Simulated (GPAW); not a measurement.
## A GW chain in GPAW: SnSe2 (1T monolayer)

Wanted: ground state, empty states, screening and self-energy for SnSe2 (1T monolayer).

Main program and level: GPAW 26.7.0; LDA and many-body steps on it, plane waves.

This is a report of a sequence of runs, with the program logs left out and the cost of each run kept.

## 1. Starting point

The cell holds 3 atoms: 1 Sn and 2 Se. Its edges and angles: a = 3.767 Å, b = 3.767 Å, c = 14.100 Å, α = 90.0°, β = 90.0°, γ = 120.0°. Vacuum lies along c.

The structure was relaxed with LDA. The runs that relaxed it are not among those shown.

## 2. Ground state

This step: GPAW 26.7.0; DFT, LDA, plane waves, PAW.

The ground-state density comes first.

run.py reads:

```python
import json
import numpy as np
from gpaw.mpi import world
from ase import Atoms
from gpaw import GPAW, PW, FermiDirac

atoms = Atoms(['Sn', 'Se', 'Se'],
    cell=[[3.7666394037, 0.0000000000, 0.0000000000],
      [-1.8833197018, 3.2620054105, 0.0000000000],
      [0.0000000000, 0.0000000000, 14.1000000000]],
    scaled_positions=[[0.0000000000, 0.0000000000, 0.5000000000],
      [0.3333333333, 0.6666666667, 0.6118833446],
      [0.6666666667, 0.3333333333, 0.3881166554]],
    pbc=(True, True, False))
calc = GPAW(mode=PW(450),
    xc='LDA',
    kpts={'size': (9, 9, 1), 'gamma': True},
    occupations=FermiDirac(0.001),
    nbands=-7,
    convergence={'density': 1e-6, 'bands': -3},
    maxiter=100,
    txt='gs.txt')
atoms.calc = calc
res = {'energy': atoms.get_potential_energy()}
kpts = calc.get_ibz_k_points()
res['kpts'] = kpts
res['eigenvalues'] = [calc.get_eigenvalues(kpt=k) for k in range(len(kpts))]
res['n_electrons'] = calc.get_number_of_electrons()
calc.write('gs.gpw')

if world.rank == 0:
    with open('result.json', 'w') as f:
        json.dump(res, f, default=lambda x: x.tolist())
```

Started as:

```sh
$ mpirun -n 4 gpaw python run.py
```

The job ended after 6.8 s (4 MPI ranks of Arm Neoverse V1, shared host; peak memory 0.72 GiB).

Numbers from this step:

```yaml
total_energy: -13.82 eV
gap: 0.7488 eV
k_of_the_valence_top: 0.1111, 0, 0
k_of_the_conduction_bottom: 0.4444, 0, 0
least_direct_gap: 1.114 eV
```

The gap is indirect, with the least direct gap 0.37 eV higher.

## 3. Empty states on the mesh, 9×9×1 mesh, 291 bands

The sums over transitions need many empty states on a uniform mesh; this step solves for them.

run.py reads:

```python
import json
import numpy as np
from gpaw.mpi import world
from gpaw import GPAW

calc = GPAW('gs.gpw').fixed_density(kpts={'size': (9, 9, 1), 'gamma': True},
    parallel={'domain': 1, 'band': 1},
    txt='nscf.txt')
calc.diagonalize_full_hamiltonian(nbands=291)
calc.write('full.gpw', mode='all')
res = {}
kpts = calc.get_ibz_k_points()
res['kpts'] = kpts
res['eigenvalues'] = [calc.get_eigenvalues(kpt=k) for k in range(len(kpts))]
res['n_electrons'] = calc.get_number_of_electrons()

if world.rank == 0:
    with open('result.json', 'w') as f:
        json.dump(res, f, default=lambda x: x.tolist())
```

Started as:

```sh
$ mpirun -n 4 gpaw python run.py
```

Elapsed: 2.5 min, on 4 MPI ranks; peak memory 5.2 GiB.

Numbers from this step:

```yaml
gap: 0.7488 eV
k_of_the_valence_top: 0.1111, 0, 0
k_of_the_conduction_bottom: 0.4444, 0, 0
least_direct_gap: 1.114 eV
k_points_computed: 12
lowest_point_of_the_top_converged_band_above_the_valence_top: 77.1870 eV
```

On this mesh the gap is 0.749 eV.

## 4. Screening and self-energy, 9×9×1 mesh, 130 bands, screening to 48 eV

Now the one-shot GW correction: screening in the RPA, then the self-energy of the levels asked for.

This step: G0W0 on LDA, plane waves, PAW.

run.py reads:

```python
import json
import numpy as np
from gpaw.mpi import world
from gpaw.response.g0w0 import G0W0

gw = G0W0('full.gpw',
    filename='gw',
    kpts=[0, 1, 9],
    bands=(11, 15),
    ecut=48,
    nbands=130,
    truncation='2D',
    integrate_gamma='sphere',
    q0_correction=True,
    frequencies={'type': 'nonlinear', 'domega0': 0.15, 'omega2': 15.0},
    eta=0.1,
    nblocksmax=True)
gw.calculate()
res = {mode: {k: v for k, v in r.items() if k != 'sigma_eskwn'}
       for mode, r in gw.all_results.items()}

if world.rank == 0:
    with open('result.json', 'w') as f:
        json.dump(res, f, default=lambda x: x.tolist())
```

Started as:

```sh
$ mpirun -n 4 gpaw python run.py
```

Run time: 2.5 min. Hardware: 4 MPI ranks; peak memory 2.1 GiB.

This step gave:

```
G0W0 gap on the mesh                         : 1.929 eV
least direct G0W0 gap on the computed points : 2.365 eV
Z at the valence top                         : 0.7360
Z at the conduction bottom                   : 0.7574
starting gap on the mesh                     : 0.7488 eV
k of the valence top                         : 0.1111, 0, 0
k of the conduction bottom                   : 0.4444, 0, 0
```

The gap on the mesh goes from 0.75 eV to 1.93 eV, a correction of +1.18 eV.

Limits: finite bands, cutoff and mesh; no spin-orbit coupling. v1 is the top filled band, c1 the lowest empty one. The levels before and after the correction (eV, zero at the valence-band top of each column):

```
           conduction bottom  valence top
Kohn-Sham               0.75         0.00
     G0W0               1.93         0.00
```

```
                    level  energy (eV)
Kohn-Sham  (0.111 0 0) v2       -0.750
Kohn-Sham  (0.111 0 0) v1        0.000
Kohn-Sham  (0.111 0 0) c1        2.213
Kohn-Sham  (0.111 0 0) c2        3.666
Kohn-Sham  (0.444 0 0) v2       -0.825
Kohn-Sham  (0.444 0 0) v1       -0.365
Kohn-Sham  (0.444 0 0) c1        0.749
Kohn-Sham  (0.444 0 0) c2        3.997
     G0W0  (0.111 0 0) v2       -0.801
     G0W0  (0.111 0 0) v1        0.000
     G0W0  (0.111 0 0) c1        3.538
     G0W0  (0.111 0 0) c2        4.864
     G0W0  (0.444 0 0) v2       -1.015
     G0W0  (0.444 0 0) v1       -0.436
     G0W0  (0.444 0 0) c1        1.929
     G0W0  (0.444 0 0) c2        5.126
```

## 5. Where the time went

Times are wall times on 4 MPI ranks of Arm Neoverse V1, shared host, good to a factor of about two.

```
                     step     time  share  memory (GiB)
             ground state    6.8 s    2 %          0.72
 empty states on the mesh  2.5 min   49 %           5.2
screening and self-energy  2.5 min   49 %           2.1
```

## 6. Outcome

```yaml
lda_gap: 0.75 eV, indirect
g0w0_gap_on_the_mesh: 1.93 eV
gw_settings: 9×9×1 mesh, 130 bands, screening to 48 eV, full frequency, Hilbert transform
known_limits: short of the basis limit; no spin-orbit coupling
```

In words: G0W0 moves the gap on the mesh from 0.75 eV to 1.93 eV (+1.18 eV), with Z of 0.74 and 0.76 at the edges. Bands and cutoff are finite, so the gap stands short of the basis limit, usually by up to a few tenths of an eV; the mesh is an error of its own. In this program the long-wavelength screening can come out low in d oxides and layered crystals. The many-body steps are scalar-relativistic: spin-orbit coupling is not in them.

[Long decimals in the printed logs are rounded to 6 places.]

[Logs are printed without paths, hosts, clocks, repeated set-up lines and the standing remarks that a program may print on its own settings, such as how far it seeks lower states.]

[Paths, hosts, dates, memory and timing lines, banners, echoed tables and standing remarks are left out of the program output; an Ansatz launch command may be rebuilt from the run's recorded settings. Measured values are a selection of at most five: reports struck by readers or far from the other reports are left out. None is set beside runs whose start may be inverted or whose files or cutoffs have a known fault.]

[Runs of the session that timed out or met a known fault of the program may be left out.]

[Hosts, paths, dates, database ids (printed as entryN), source tags and the programs' standing remarks are cut or masked in the printed files.]

[Where the starting crystal was built by hand or by swapping elements, it need not be the compound's stable phase.]
